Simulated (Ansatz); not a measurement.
## Phonon transport in CeO2 (Fm-3m)

Aim: the lattice thermal conductivity of CeO2 against temperature, and which phonons carry it.

Experimental results on record:
- thermal conductivity 10.8 W/m/K near room temperature (given in “Predicting the lattice thermal conductivity of solids by solving the Boltzmann transport equation: AFLOW - AAPL an automated, accurate and efficient framework”, 2017, arXiv:1611.05481)

Program: Ansatz 0.2.0. Level of theory: DFT PBEsol, scalar-relativistic, plane waves, PAW; PAW set soft_1. Results are calculated unless marked as measured.

### 1. Starting point

The structure is cubic, space group Fm-3m (No. 225). Conventional cell: a = 5.407 Å, b = 5.407 Å, c = 5.407 Å, α = 90.00°, β = 90.00°, γ = 90.00°. Nearest to Ce lie 8 O at 2.34 Å. O has 4 Ce at 2.34 Å nearest. Farther neighbours and most contacts between anions are not listed.

### 2. A first coarse run

A cheap single point shows whether the cell is a metal or an insulator and how far it is from rest; that sets the k-mesh and the occupations of what follows.

Input file input.yaml:

```yaml
crystal:
  lattice:
    - [0.0, 2.70365, 2.70365]
    - [2.70365, 0.0, 2.70365]
    - [2.70365, 2.70365, 0.0]
  atoms:
    - { symbol: Ce, position: [0.0, 0.0, 0.0] }
    - { symbol: O, position: [0.25, 0.25, 0.25] }
    - { symbol: O, position: [0.75, 0.75, 0.75] }
kpoints:
  mp_grid: { grid: [6, 6, 6] }
hamiltonian:
  xc: pbesol
  pseudopotentials: { kind: paw, azcp: { folder: soft_1 }, xc_functional: pbe }
scf:
  occupations: { method: gaussian, width: 0.1 }
  lower_state_search: "off"
output:
  forces: true
  stress: true
  eigenvalues: true
```

Started as:

```bash
$ ansatz run input.yaml --threads 18 --pin off --max-ram 92160MiB --backend cuda --events-out ev --progress --plain --runs-dir out --max-vram 78GiB
```

Numbers of over 12 decimals in the logs are rounded to 6 here.

What it wrote:

```text
band count auto-derived: 22 (N_el = 24.0; filled up to band 12; 16 by the electrons, moments and atoms)
Engine: ansatz 0.2.0, aarch64-unknown-linux-gnu
Pseudopotentials: kind: paw
Pseudopotential: Ce, paw, valence charge 12, recommended cutoff 420 eV (normal), soft_1/Ce.paw.azcp
Pseudopotential: O, paw, valence charge 6, recommended cutoff 420 eV (normal), soft_1/O.paw.azcp
Functional definition: PBEsol
  exchange = pbesol_x
  correlation = pbesol_c
device memory: the entry about to start is reckoned to put 0.8 GiB on a device that reports 105.0 GiB free (of which the cap on the GPU budget leaves the run 78.0 GiB)
GPU FFT provider: cuFFT
GPU libraries: cuBLAS 13.8.1, cuFFT 12.4.0, cuSOLVER 12.3.2
GPU matrix products: emulated (plane waves: as basis.precision tells), large ones in fixed point in workspaces of 1.00 GiB
Crystal: 3 atoms, lattice volume = 39.526 Å³
Basis set: ecut = 420 eV, 749 PW (Γ), exchange–correlation on 54×54×54 points (8 copies of the dense FFT grid, shifted against one another)
Bands: 22, of which v1, the nominal top of the filled ones, is band 12 counted from 1 (11 counted from 0)
Symmetry: 48 space group operations
Space group: Fm-3m (ITA 225), of the structure as read, at distance tolerance 3.4e-5 Å
k-points: 16 of 216
Non-local potential: Ce, projectors of the file, l = 0: 3, l = 1: 2, l = 2: 2, l = 3: 3
Non-local potential: O, projectors of the file, l = 0: 2, l = 1: 2, l = 2: 1
PAW form: soft (Blöchl's): semilocal exchange-correlation on the pseudo side does not see the compensation charge
PAW frozen core: Ce, regenerated for the run's functional, and the local potential with it (the file was generated under x = pbe(κ = 0.804, μ = 0.219515), c = pbe(β = 0.066725))
PAW frozen core: O, regenerated for the run's functional, and the local potential with it (the file was generated under x = pbe(κ = 0.804, μ = 0.219515), c = pbe(β = 0.066725))
PAW one-centre angular grid: Ce, 590 points (default); XC on 64 Gauss nodes
PAW one-centre angular grid: O, 110 points (default); XC on 64 Gauss nodes
Initial density: superposition of atomic densities (chi_scale 0.1, normalization cell, long waves kept (reshape's long-wave potential 0.00 eV rms))
Initial wavefunctions: pseudopotential atomic-orbital guess
GPU buffer pool allocated for 19683 grid points (all kernels)
GPU transforms: local potential and band sums: pruned to the plane-wave sphere, on 25×25×25
Functional: x = pbesol(κ = 0.804, μ = 0.123457), c = pbesol(β = 0.046)
SCF iter   1: F=—  HF=-7612.246835 eV  |F-HF|=—  |Δ(HF+E_count)|=         —  Δρ=5.48e-2  dr2=8.32e-1  ethr=3.10e-3  ⟨swp⟩=5.0  Hψ=1403  notcnv=0
preconditioner: auto → none  [insulator: Δε(μ)=1.984 eV  Ē_g=11.846 eV  σ=0.100 eV  W_gap=1.00  n_scr=14 (ndim 8)  ℏωp=27.7 eV  f_vac=0.000  D(μ)=0.00/eV (n_scr^D=0)  ε∞_Penn≈6.5]
SCF iter   2: F=—  HF=-7612.111677 eV  |F-HF|=—  |Δ(HF+E_count)|=   1.35e-1  Δρ=2.03e-2  dr2=1.34e-1  ethr=3.10e-3  ⟨swp⟩=2.9  Hψ=673  notcnv=0  defer=47
SCF iter   3: F=—  HF=-7612.118417 eV  |F-HF|=—  |Δ(HF+E_count)|=   6.74e-3  Δρ=5.24e-3  dr2=4.86e-3  ethr=5.60e-4  ⟨swp⟩=3.6  Hψ=630  notcnv=0  defer=48
SCF iter   4: F=—  HF=-7612.119541 eV  |F-HF|=—  |Δ(HF+E_count)|=   1.12e-3  Δρ=1.23e-3  dr2=6.66e-4  ethr=2.03e-5  ⟨swp⟩=2.0  Hψ=512  notcnv=0  defer=48
SCF iter   5: F=—  HF=-7612.119563 eV  |F-HF|=—  |Δ(HF+E_count)|=   2.21e-5  Δρ=1.12e-4  dr2=6.23e-6  ethr=2.77e-6  ⟨swp⟩=2.7  Hψ=467  notcnv=0  defer=48
SCF iter   6: F=—  HF=-7612.119505 eV  |F-HF|=—  |Δ(HF+E_count)|=   5.87e-5  Δρ=1.07e-5  dr2=1.82e-8  ethr=4.17e-10  ⟨swp⟩=7.8  Hψ=1931  notcnv=0
SCF iter   7: F=-7612.119505 eV  HF=-7612.119505 eV  |F-HF|=1.33e-10  |Δ(HF+E_count)|=   2.27e-9  Δρ=1.04e-6  dr2=8.28e-11  ethr=7.60e-11  ⟨swp⟩=2.1  Hψ=1052  notcnv=0
SCF 1 converged in 7 iterations: F = -7612.119505 eV  dr2 = 8.28e-11
  greatest PAW one-centre occupation: 0.982 electrons in one spin orbital (limit 2), on the Ce atom at site 0 (counted from 0), in its partial waves of l = 0
SCF converged after 7 iterations
Free energy (F): -7612.119505 eV
Harris-Foulkes:  -7612.119505 eV  (|F-HF|=1.33e-10)
Internal energy: -7612.119505 eV  (E = F + TS)
E sigma→0 (E₀):  -7612.119505 eV
Fermi energy:    11.627722 eV
--- Per-component energies (eV) ---
  E_band       = 19.815831
  E_kinetic    = 577.410836
  E_local      = -917.140105  (includes V_loc(G=0)·N_el)
  E_nonlocal   = 204.562496
  E_hartree    = 340.546170
  E_xc         = -290.076545
  E_vxc        = -356.940290  (∫ρ·V_xc dr)
  E_paw        = -5797.104457  (= ΣΔE_a)
  E_vpaw       = -169.171055  (= ΣTr[D̂ρ^β])
  E_aug_tail   = 0.001519  (compensation charges beyond the density's cutoff)
  E_ewald      = -1730.615845
  E_core_change = 0.296425  (= ΣΔE_core)
  E_smearing   = -0.000000  (= −TS)
  E_closure    = 0.000000  (closes the sum)
  Σ components = -7612.119505   (vs F -7612.119505, Δ=0.00e0)
--- Forces (eV/Å), atoms counted from 1 ---
  atom   1  Ce    -0.00000000    -0.00000000    -0.00000000
  atom   2  O     -0.00000000     0.00000000    -0.00000000
  atom   3  O      0.00000000     0.00000000     0.00000000
  max |Σ_I F_I| component: 1.85e-17 eV/Å
--- Stress (GPa, compression-positive) ---
       -0.917638       0.000000       0.000000
       -0.000000      -0.917638       0.000000
       -0.000000      -0.000000      -0.917638
  P = ⅓ Tr σ = -0.9176 GPa (-9.176 kbar)
--- Band table (eV; the first three rows and the last of 16) ---
  k-point 0: bands = [... 8 lower, 6.7598, 10.0670, 10.0670, 10.0670, 12.9839, 12.9839, 12.9839, 13.2585, ... 6 higher]
  k-point 1: bands = [... 8 lower, 7.4445, 9.8324, 9.9721, 9.9721, 12.9550, 12.9550, 12.9863, 13.2895, ... 6 higher]
  k-point 2: bands = [... 8 lower, 8.7439, 9.5669, 9.8711, 9.8711, 12.8804, 12.8804, 12.9392, 12.9912, ... 6 higher]
  k-point 15: bands = [... 8 lower, 9.5521, 9.7307, 9.9255, 10.0302, 12.7527, 12.8364, 12.8371, 13.0018, ... 6 higher]
```

Wall time 1.8 s (1 × NVIDIA GB200 with 18 threads of Arm Neoverse V2, shared host); peak memory 1 GiB.

Reading the cycles: dr2 is the Hartree energy of the density residual (eV), the measure of convergence; HF is the Harris–Foulkes estimate of the energy, which meets the free energy F at convergence.

Numbers from this step:

```yaml
pressure: -0.9176 GPa
gap_on_the_k_mesh: 2.071 eV
volume_per_atom: 13.18 Å³/atom
```

The start is under -0.92 GPa at this level and looks like an insulator or semiconductor on this mesh.

### 3. Finding the static equilibrium

The vibrations must be taken about the equilibrium of this functional, not about the starting cell, so the structure is relaxed.

input.yaml, the sections that differ from step 2:

```yaml
kpoints:
  mp_grid: { grid: [10, 10, 10] }
scf:
  occupations: { method: gaussian, width: 0.02 }
  lower_state_search: "off"
relax:
  adjacent_minimum: "off"
  f_tol: 0.005
  max_steps: 80
  cell: { stress_tol: 0.05 }
# crystal, hamiltonian, output: as in step 2
```

What it wrote:

```text
[...]
Crystal: 3 atoms, lattice volume = 39.526 Å³
Basis set: ecut = 420 eV, 749 PW (Γ), exchange–correlation on 54×54×54 points (8 copies of the dense FFT grid, shifted against one another)
Bands: 22, of which v1, the nominal top of the filled ones, is band 12 counted from 1 (11 counted from 0)
Symmetry: 48 space group operations
[...]
k-points: 47 of 1000
[...]
SCF iter   1: F=—  HF=-7612.246741 eV  |F-HF|=—  |Δ(HF+E_count)|=         —  Δρ=5.48e-2  dr2=8.32e-1  ethr=3.10e-3  ⟨swp⟩=5.6  Hψ=4189  notcnv=0
[...]
SCF iter   2: F=—  HF=-7612.111539 eV  |F-HF|=—  |Δ(HF+E_count)|=   1.35e-1  Δρ=2.03e-2  dr2=1.35e-1  ethr=3.10e-3  ⟨swp⟩=2.9  Hψ=1963  notcnv=0  defer=140
[...]
SCF iter   7: F=-7612.119199 eV  HF=-7612.119199 eV  |F-HF|=1.41e-10  |Δ(HF+E_count)|=   3.70e-9  Δρ=1.07e-6  dr2=8.85e-11  ethr=7.16e-11  ⟨swp⟩=2.0  Hψ=3059  notcnv=0
SCF 1 converged in 7 iterations: F = -7612.119199 eV  dr2 = 8.85e-11
[...]
relax step   1: F+E_penalty+E_count = -7612.11919887 eV  Δ(F+E_penalty+E_count) = +0.000e0 eV  max|allowed force component| = 2.005e-17 eV/Å  Δτ_max = 0.0000 Å  P = -0.920 GPa  Ω = 39.526 Å³  (7 SCF iters, dr2 threshold 1.00e-7 eV, accepted)
[...]
Crystal: 3 atoms, lattice volume = 39.204 Å³
[...]
iter 1 solved again at ethr=5.20e-6 eV; its pass at ethr=3.10e-3 eV (dr2=1.25e-3 eV) is discarded
[...]
SCF iter   2: F=—  HF=-7612.121477 eV  |F-HF|=—  |Δ(HF+E_count)|=   1.11e-3  Δρ=4.71e-3  dr2=1.04e-2  ethr=5.00e-6  ⟨swp⟩=2.3  Hψ=1965  notcnv=0  recentre
[...]
SCF iter   5: F=-7612.120194 eV  HF=-7612.120194 eV  |F-HF|=8.05e-10  |Δ(HF+E_count)|=   5.13e-7  Δρ=1.96e-5  dr2=6.54e-8  ethr=1.25e-9  ⟨swp⟩=5.6  Hψ=4314  notcnv=0
SCF 2 converged in 5 iterations: F = -7612.120194 eV  dr2 = 6.54e-8
relax step   2: F+E_penalty+E_count = -7612.12019378 eV  Δ(F+E_penalty+E_count) = -9.949e-4 eV  max|allowed force component| = 1.542e-16 eV/Å  Δτ_max = 0.0000 Å  P = +0.679 GPa  Ω = 39.204 Å³  energy of the carried Pulay correction = +7.402e-4 eV  (5 SCF iters, dr2 threshold 3.00e-7 eV, accepted)
[...]
Crystal: 3 atoms, lattice volume = 39.340 Å³
[...]
SCF iter   4: F=-7612.120164 eV  HF=-7612.120164 eV  |F-HF|=2.24e-8  |Δ(HF+E_count)|=   1.71e-7  Δρ=2.16e-5  dr2=1.57e-7  ethr=1.25e-9  ⟨swp⟩=4.3  Hψ=4178  notcnv=0
SCF 3 converged in 4 iterations: F = -7612.120164 eV  dr2 = 1.57e-7
relax step   3: F+E_penalty+E_count = -7612.12016423 eV  Δ(F+E_penalty+E_count) = +2.956e-5 eV  max|allowed force component| = 1.357e-16 eV/Å  Δτ_max = 0.0000 Å  P = -0.006 GPa  Ω = 39.340 Å³  energy of the carried Pulay correction = +4.266e-4 eV  (4 SCF iters, dr2 threshold 3.00e-7 eV, accepted)
[...]
SCF iter   1: F=—  HF=-7612.119723 eV  |F-HF|=—  |Δ(HF+E_count)|=         —  Δρ=4.79e-5  dr2=2.86e-7  ethr=3.00e-8  ⟨swp⟩=3.3  Hψ=7573  notcnv=0
[...]
SCF iter   2: F=—  HF=-7612.119697 eV  |F-HF|=—  |Δ(HF+E_count)|=   2.58e-5  Δρ=2.60e-5  dr2=2.10e-7  ethr=1.19e-9  ⟨swp⟩=2.0  Hψ=1550  notcnv=0
[...]
SCF iter   6: F=-7612.119697 eV  HF=-7612.119697 eV  |F-HF|=7.28e-12  |Δ(HF+E_count)|=  3.09e-11  Δρ=1.33e-7  dr2=7.76e-12  ethr=1.00e-12  ⟨swp⟩=4.6  Hψ=4317  notcnv=0
SCF 4 converged in 6 iterations: F = -7612.119697 eV  dr2 = 7.76e-12
relax step   4: F+E_penalty+E_count = -7612.11969695 eV  Δ(F+E_penalty+E_count) = +4.673e-4 eV  max|allowed force component| = 1.280e-16 eV/Å  Δτ_max = 0.0000 Å  P = -0.026 GPa  Ω = 39.340 Å³  stress off target by 2.64e-2 GPa  SCF on the basis re-selected at this cell (its energy is not comparable with the rows above)  (6 SCF iters)
basis re-selected at this cell: Δ(F+E_penalty+E_count) = +4.673e-4 eV, ΔP = -0.021 GPa vs the last step (what re-selecting the basis moved, of the pressure what is left beyond the Pulay correction that the steps carried, after the strain that the cell walked since its last selection, with what the two solves' SCF thresholds leave and, on support functions, any second-order correction that the steps lacked; it is no m [...]
SCF converged after 6 iterations
Free energy (F): -7612.119697 eV
[...]
Internal energy: -7612.119697 eV  (E = F + TS)
E sigma→0 (E₀):  -7612.119697 eV
Fermi energy:    11.754547 eV
[...]
--- Stress (GPa, compression-positive) ---
       -0.026367       0.000000      -0.000000
        0.000000      -0.026367       0.000000
       -0.000000       0.000000      -0.026367
  P = ⅓ Tr σ = -0.0264 GPa (-0.264 kbar)
--- Band table (eV; the first three rows and the last of 47) ---
  k-point 0: bands = [... 8 lower, 6.8074, 10.1349, 10.1349, 10.1349, 13.0782, 13.0782, 13.0782, 13.3566, ... 6 higher]
  k-point 1: bands = [... 8 lower, 7.0735, 10.0372, 10.0962, 10.0962, 13.0682, 13.0682, 13.0792, 13.3693, ... 6 higher]
  k-point 2: bands = [... 8 lower, 7.7577, 9.8291, 10.0102, 10.0102, 13.0351, 13.0351, 13.0817, 13.3794, ... 6 higher]
  k-point 46: bands = [... 8 lower, 9.6510, 9.7561, 10.0044, 10.0858, 12.8314, 12.9391, 12.9487, 13.1288, ... 6 higher]
--- Relaxed structure (3 steps of the walk, 3 accepted, 1 SCFs on fresh bases) ---
  F+E_penalty+E_count = -7612.11969695 eV   max|allowed force component| = 1.280e-16 eV/Å   (the final SCF, on the basis selected at the relaxed cell)
  cell:  # Å, volume = 39.3401 Å³
    - [0, 2.699407, 2.699407]
    - [2.699407, 0, 2.699407]
    - [2.699407, 2.699407, 0]
  atoms:
    - { symbol: Ce, position: [0, 0, 0] }
    - { symbol: O, position: [0.25, 0.25, 0.25] }
    - { symbol: O, position: [0.75, 0.75, 0.75] }
```

Run time: 6.6 s. Hardware: 1 × NVIDIA GB200 with 18 threads; peak memory 1.1 GiB; 13 s of CPU time.

Relaxation path:

```
step  energy less that of the first step (eV)  largest force component (eV/Å)  pressure (GPa)  volume (Å³)
   1                                   0.0000                          0.0000           -0.92        39.53
   2                                  -0.0010                          0.0000            0.68        39.20
   3                                  -0.0010                          0.0000           -0.01        39.34
  4*                                  -0.0005                          0.0000           -0.03        39.34
```

Relaxation steps marked * repeat the geometry before them on a plane-wave basis chosen anew for their cell, so energy and pressure can jump there.

The run keeps the 48 symmetry operations that it works with, so distortions that break them were not tested.

```csv
"conventional cell, symmetrised",before,after,change
a (Å),5.407,5.399,-0.2 %
b (Å),5.407,5.399,-0.2 %
c (Å),5.407,5.399,-0.2 %
volume (Å³/atom),13.18,13.11,-0.5 %
```

The relaxed structure:

```cif
data_structure
_symmetry_space_group_name_H-M 'P 1'
_symmetry_Int_Tables_number 1
_cell_length_a 3.8175
_cell_length_b 3.8175
_cell_length_c 3.8175
_cell_angle_alpha 60.000
_cell_angle_beta 60.000
_cell_angle_gamma 60.000
_cell_volume 39.34
loop_
_atom_site_label
_atom_site_type_symbol
_atom_site_fract_x
_atom_site_fract_y
_atom_site_fract_z
_atom_site_occupancy
Ce1 Ce 0.00000 0.00000 0.00000 1
O2 O 0.25000 0.25000 0.25000 1
O3 O 0.75000 0.75000 0.75000 1
```

This step gave:

```
pressure          : -0.02637 GPa
gap on the k-mesh : 1.988 eV
volume per atom   : 13.11 Å³/atom
```

The cell shrank by 0.5 % in volume.

### 4. Tight relaxation

The thresholds are tightened for a last relaxation ahead of the phonons, and where mesh or smearing change with them the cell follows.

input.yaml, the sections that differ from step 3:

```yaml
crystal:
  lattice:
    - [0.0, 2.6994069476, 2.6994069476]
    - [2.6994069476, 0.0, 2.6994069476]
    - [2.6994069476, 2.6994069476, 0.0]
  atoms:
    - { symbol: Ce, position: [0.0, 0.0, 0.0] }
    - { symbol: O, position: [0.25, 0.25, 0.25] }
    - { symbol: O, position: [0.75, 0.75, 0.75] }
kpoints:
  mp_grid: { grid: [12, 12, 12] }
scf:
  occupations: { method: fixed }
  lower_state_search: "off"
relax:
  adjacent_minimum: "off"
  f_tol: 0.001
  max_steps: 60
  cell: { stress_tol: 0.01 }
# hamiltonian, output: as in step 3
```

What it wrote:

```text
[...]
Crystal: 3 atoms, lattice volume = 39.340 Å³
Basis set: ecut = 420 eV, 749 PW (Γ), exchange–correlation on 54×54×54 points (8 copies of the dense FFT grid, shifted against one another)
Bands: 16, of which v1, the nominal top of the filled ones, is band 12 counted from 1 (11 counted from 0)
Symmetry: 48 space group operations
[...]
k-point 71: bands = [... 8 lower, 9.6995, 9.6995, 10.0166, 10.0787, 12.8262, 12.9535, 12.9535, 13.2006]
--- Relaxed structure (3 steps of the walk, 3 accepted, 1 SCFs on fresh bases) ---
[...]
cell:  # Å, volume = 39.3348 Å³
    - [0, 2.699287, 2.699287]
    - [2.699287, 0, 2.699287]
    - [2.699287, 2.699287, 0]
  atoms:
    - { symbol: Ce, position: [0, 0, 0] }
    - { symbol: O, position: [0.25, 0.25, 0.25] }
    - { symbol: O, position: [0.75, 0.75, 0.75] }
[key lines of the parts left out:]
SCF converged after 5 iterations
Free energy (F): -7612.119748 eV
Fermi energy:    10.782634 eV
P = ⅓ Tr σ = -0.0006 GPa (-0.006 kbar)
```

Elapsed: 6.9 s, on 1 × NVIDIA GB200 with 18 threads; peak memory 1 GiB; 19 s of CPU time.

Little changed from the start: no atom moved by 0.005 Å and no cell edge by 0.1 %.

Numbers from this step:

```
pressure          : -5.51e-4 GPa
gap on the k-mesh : 1.968 eV
```

The residual pressure is -5.5e-4 GPa, small enough for phonons.

### 5. An input with a fault

This input was changed on purpose, to see how the program answers.

Input file input.yaml:

```yaml
crystal:
  lattice:
    - [0.0, 2.6992869242, 2.6992869242]
    - [2.6992869242, 0.0, 2.6992869242]
    - [2.6992869242, 2.6992869242, 0.0]
  atoms:
    - { symbol: Ce, position: [0.0, 0.0, 0.0] }
    - { symbol: O, position: [0.25, 0.25, 0.25] }
    - { symbol: O, position: [0.75, 0.75, 0.75] }
kpoints:
  mp_grid: { grid: [8, 8, 8] }
hamiltonian:
  xc: pbesol
  pseudopotentials: { kind: paw, azcp: { folder: soft_1 }, xc_functional: pbe }
scf:
  occupations: { method: fixed }
  lower_state_search: "off"
  max_iter: 80
output:
  eigenvalues: true
phonons:
  supercell: [2, 2, 2]
  dielectric: false
  third_order: { supercell: [2, 2, 2], pair_cutoff: 2.488 }
  lattice_thermal_conductivity:
    qmesh: [11, 11, 11]
    temperatures: [300]
    isotope_mass_variance: [{ species: O, variance: 3.359e-05 }]
```

What it wrote:

```text
Error: invalid value for `phonons.lattice_thermal_conductivity.isotope_mass_variance`: Ce has no entry — state its isotope mass variance, 0 for a single isotope: `- { species: Ce, variance: <g> }`
```

Elapsed: 0.03 s, on 18 threads; peak memory 0.035 GiB.

The program refused the input before any cycle.

The program's message: “Error: invalid value for `phonons.lattice_thermal_conductivity.isotope_mass_variance`: Ce has no entry — state its isotope mass variance, 0 for a single isotope: `- { species: Ce, variance: <g> }`”

The fault put into the input: no isotope entry for a species.

(Continued in part 2 of 2.)

[Logs are printed without paths, hosts, clocks, repeated set-up lines and the standing remarks that a program may print on its own settings, such as how far it seeks lower states.]

[Hosts, paths, dates, database ids (printed as entryN), source tags and the programs' standing remarks are cut or masked in the printed files.]

[A step with changed settings may run another functional than the one named; its input shows which.]
